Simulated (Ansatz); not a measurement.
# Static equation of state of glassy 47P2O5-53CaO (mol %) (83 atoms)

Density of this cell: 2.60 g/cm³. The cell holds 83 atoms: 18 P, 10 Ca and 55 O. Cell: a = 10.805 Å, b = 10.654 Å, c = 10.201 Å, α = 91.5°, β = 89.9°, γ = 91.6°. The starting structure: 83 atoms (18 P, 10 Ca, 55 O) placed at random at 2.65 g/cm³, melted at 4000 K for 10 ps at fixed volume with the Morse and Coulomb pair potential with partial charges (Pedone, Malavasi, Menziani, Cormack and Segre, J. Phys. Chem. B 110, 11780 (2006)). Quenched from 4000 K to 300 K at 500 K/ps and fixed volume, held 10 ps at zero pressure.

Calculated with Ansatz 0.2.0: Kohn-Sham DFT, PBE, PAW (set soft_2), plane waves; cutoff 420 eV, Γ point, fixed occupations. Cell and atoms were relaxed first, to V0 = 14.138 Å³ an atom at a residual P0 = -0.009 GPa. The cell was then scaled evenly, and the atoms were relaxed at each volume.

| volume (Å³/atom) | pressure (GPa) |
| --- | --- |
| 12.724 | ? |
| 13.290 | 2.945 |
| 13.714 | 1.363 |
| 14.562 | -0.9535 |
| 14.986 | -1.804 |

**Question.** Fit the third-order Birch–Murnaghan equation to the rows given and extrapolate to the withheld row.

**Working.**

Take the Eulerian strain f = ½[(V0/V)^(2/3) − 1] and the normalised pressure F = (P − P0) / [3f(1 + 2f)^(5/2)]. The third-order Birch–Murnaghan equation is then the line F = B0 + (3/2)B0(B′ − 4) f, so u = f and v = F.

| u = f | v = F (GPa) |
| --- | --- |
| 0.0210562 | 42.1816 |
| 0.0102568 | 42.3722 |
| -0.00975651 | 33.9071 |
| -0.0190506 | 34.6136 |

With n = 4: mean u = 6.2646e-4, mean v = 38.2686, Σ(u − ū)² = 0.0010051, Σ(u − ū)(v − v̄) = 0.23666. Slope b = 0.23666 / 0.0010051 = 235.46; intercept a = v̄ − b ū = 38.121.

So B0 = a = 38.1 GPa and B′ = 4 + 2b/(3a) = 8.12. At the withheld volume f = 0.03638, F = a + b f = 46.69 GPa, and P = P0 + 3f(1 + 2f)^(5/2) F.

Prediction at 12.724: 6.066 GPa. The run gave 5.399 GPa, so the fit is high by 0.67 GPa (12 % of the value).

The series isn't one smooth equation of state: even a line fitted to all rows, the withheld one included, misses F by up to 7.2 % and the count of bonds changes along the series. B0 and B′ are then only the numbers of this fit, not moduli of the material. Among the rows given, the largest miss of the fit is at 13.290, by 0.063 GPa (0.87 % of the range of the table).

Limits: Static cells at zero temperature; the cell shape is held. The program notes that the SCF threshold of these relaxations is loose for the stress. The quench rate of 500 K/ps is many orders above laboratory rates, so the cell is likely richer in defects and strain than a real sample. The network of bonds at the start is that of the classical potential that made the cell, and needn't be the one that DFT or experiment would give. Only the Γ point is sampled, in a cell whose shortest periodic width is 10 Å.

[Hosts, paths, dates, database ids (printed as entryN), source tags and the programs' standing remarks are cut or masked in the printed files.]
